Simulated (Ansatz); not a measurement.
# Li on Pt(111): change of the work function, part 2 of 2

How does Li on the fcc site change the work function of Pt(111) as the layer fills?

Ansatz 0.2.0; plane-wave DFT, PBE, Ansatz PAW.

So far, work function, upper face (eV): step 2 (the clean slab) 5.70; step 3 (17 atoms, coverage 0.25 ML, cell 2x2) 2.55.

**4. Adsorbate added, k-mesh 12×12×1, coverage 1 ML**

System of this step: Li/Pt(111). The cell holds 5 atoms: 4 Pt and 1 Li. Cell: a = 2.772 Å, b = 2.772 Å, c = 27.104 Å, α = 90.0°, β = 90.0°, γ = 60.0°. Vacuum lies along c.

Another coverage, to see how the dipoles act on each other as their distance changes.

Contents of input.yaml:

```yaml
crystal:
  lattice:
    - [2.7718585823, 0.0, 0.0]
    - [1.3859292911, 2.4004999479, 0.0]
    - [0.0, 0.0, 27.1038979105]
  atoms:
    - { symbol: Pt, position: [0.0, 0.0, 0.33205556] }
    - { symbol: Pt, position: [0.3333333333, 0.3333333333, 0.4155569466] }
    - { symbol: Pt, position: [0.6666666667, 0.6666666667, 0.5006649823] }
    - { symbol: Pt, position: [0.0, 0.0, 0.5868341723] }
    - { symbol: Li, position: [0.3333333333, 0.3333333333, 0.66794444] }
kpoints:
  mp_grid: { grid: [12, 12, 1] }
hamiltonian:
  xc: pbe
scf:
  occupations: { method: fermi_dirac, width: 0.1 }
  convergence: { dr2_threshold: 1.0e-08 }
efield:
  axis: 3
  dipole_correction: true
  ramp_position: 0.97
  ramp_width: 0.06
relax:
  f_tol: 0.02
  max_steps: 60
  constraints: [{ sites: [0, 1] }]
output:
  write_potential: true
  write_density: true
  volumetric_format: npy
```

Run with:

```bash
ansatz run input.yaml --threads 4 --pin off --max-ram 6144MiB --backend cpu --events-out ev --progress --plain --runs-dir out
```

It took 8.1 s on 4 threads of Intel Xeon Platinum 8559C (Emerald Rapids), shared host; peak memory 0.63 GiB.

Step by step:

```
step  energy less that of the first step (eV)  largest force component (eV/Å)
   1                                   0.0000                          0.8724
   2                                  -0.0491                          0.6805
   3                                  -0.0873                          0.0893
   4                                  -0.0883                          0.0139
```

The run keeps the 6 symmetry operations that it works with, so distortions that break them were not tested.

The atoms that moved most (Å):

```
atom     dx     dy      dz  length
 Li5  0.000  0.000  -0.120   0.120
 Pt4  0.000  0.000   0.107   0.107
 Pt3  0.000  0.000   0.026   0.026
```

Final coordinates:

```xyz
5
Lattice="2.7719 0.0000 0.0000 1.3859 2.4005 0.0000 0.0000 0.0000 27.1039" Properties=species:S:1:pos:R:3
Pt    0.0000    0.0000    9.0000
Pt    1.3859    0.8002   11.2632
Pt    2.7719    1.6003   13.5961
Pt    0.0000    0.0000   16.0129
Li    1.3859    0.8002   17.9835
```

This step gave:

| Property | Result |
| --- | --- |
| energy at zero smearing | -50296.5172 eV |
| work function, upper face | 3.510 eV |
| work function, lower face | 5.682 eV |
| dipole along the normal | 0.07988 e·Å |
| step between the vacuum levels | -2.172 eV |

Running mean over 2.263 Å of the planar mean; the ramp of the sawtooth is left out. Table of electron's electrostatic potential energy less the Fermi level by z:

```
z (Å)  electron's electrostatic potential energy less the Fermi level (eV)
  3.5                                                                 5.68
  4.0                                                                 5.68
  4.5                                                                 5.68
  5.0                                                                 5.68
  5.5                                                                 5.67
  6.0                                                                 5.62
  6.5                                                                 5.43
  7.0                                                                 4.60
  7.5                                                                 1.22
  8.0                                                                -4.96
  8.5                                                                -9.97
  9.0                                                                -11.6
  9.5                                                                -11.9
 10.0                                                                -12.0
 10.5                                                                -12.1
 11.0                                                                -12.1
 11.5                                                                -12.0
 12.0                                                                -11.5
 12.5                                                                -11.3
 13.0                                                                -11.6
 13.5                                                                -11.9
 14.0                                                                -11.6
 14.5                                                                -10.5
 15.0                                                                -10.3
 15.5                                                                -11.3
 16.0                                                                -11.9
 16.5                                                                -11.4
 17.0                                                                -8.71
 17.5                                                                -4.47
 18.0                                                                -2.10
 18.5                                                                -1.56
 19.0                                                               -0.293
 19.5                                                                 1.57
 20.0                                                                 2.64
 20.5                                                                 3.14
 21.0                                                                 3.36
 21.5                                                                 3.45
 22.0                                                                 3.49
 22.5                                                                 3.50
 23.0                                                                 3.51
 23.5                                                                 3.51
```

The relaxation took 4 steps and lowered the energy by 0.088 eV; the largest force on the free atoms ends at 0.014 eV/Å.

The covered face has 3.51 eV, -2.19 eV against the clean one; the bare back face has moved by +0.01 eV, a measure of how thin the slab is.

**5. Work function against coverage**

This step: plane-wave DFT, PBE, Ansatz PAW; work function against coverage (Ansatz 0.2.0).

The runs are now put side by side.

This step gave:

- work function of the clean face: 5.703 eV
- largest change of the work function: -3.157 eV

The work function of the covered face by coverage:

```
coverage (adsorbates/nm²)  work function of the covered face (eV)
                     0.00                                    5.70
                     3.76                                    2.55
                    15.03                                    3.51
```

The dipole per adsorbate comes from the change of the cell's dipole. Coverage, by row:

```
coverage (1/nm²)  coverage (ML)  work function (eV)  change (eV)  dipole per adsorbate, positive end outwards (debye)  mean height of the added atoms over the highest substrate atom (Å)
           3.757           0.25               2.546       -3.157                                                2.214                                                               1.932
           15.03              1                3.51       -2.193                                                0.389                                                               1.971
```

**6. Outcome**

```yaml
work_function_of_the_clean_face: 5.70 eV
work_function_at_0p25_ml: 2.55 eV
work_function_at_1_ml: 3.51 eV
dipole_per_adsorbate_at_0p25_ml_positive_end_outwards: 2.21 D
```

**Reading.** Li lowers the work function of Pt(111) at the lowest coverage, by 3.16 eV: the adsorbate layer has its positive end outwards. The slab has 4 layers, at the tabulated experimental lattice constant, one starting site was run, and quantum-size effects of a slab this thin can reach one or two tenths of an eV.

[Logs are printed without paths, hosts, clocks, repeated set-up lines and the standing remarks that a program may print on its own settings, such as how far it seeks lower states.]

[Hosts, paths, dates, database ids (printed as entryN), source tags and the programs' standing remarks are cut or masked in the printed files.]

[Maps of the electrostatic potential energy from Ansatz leave out the sawtooth potential of an applied field or a dipole correction, so their vacuum need not be flat; planar profiles and work functions include it.]
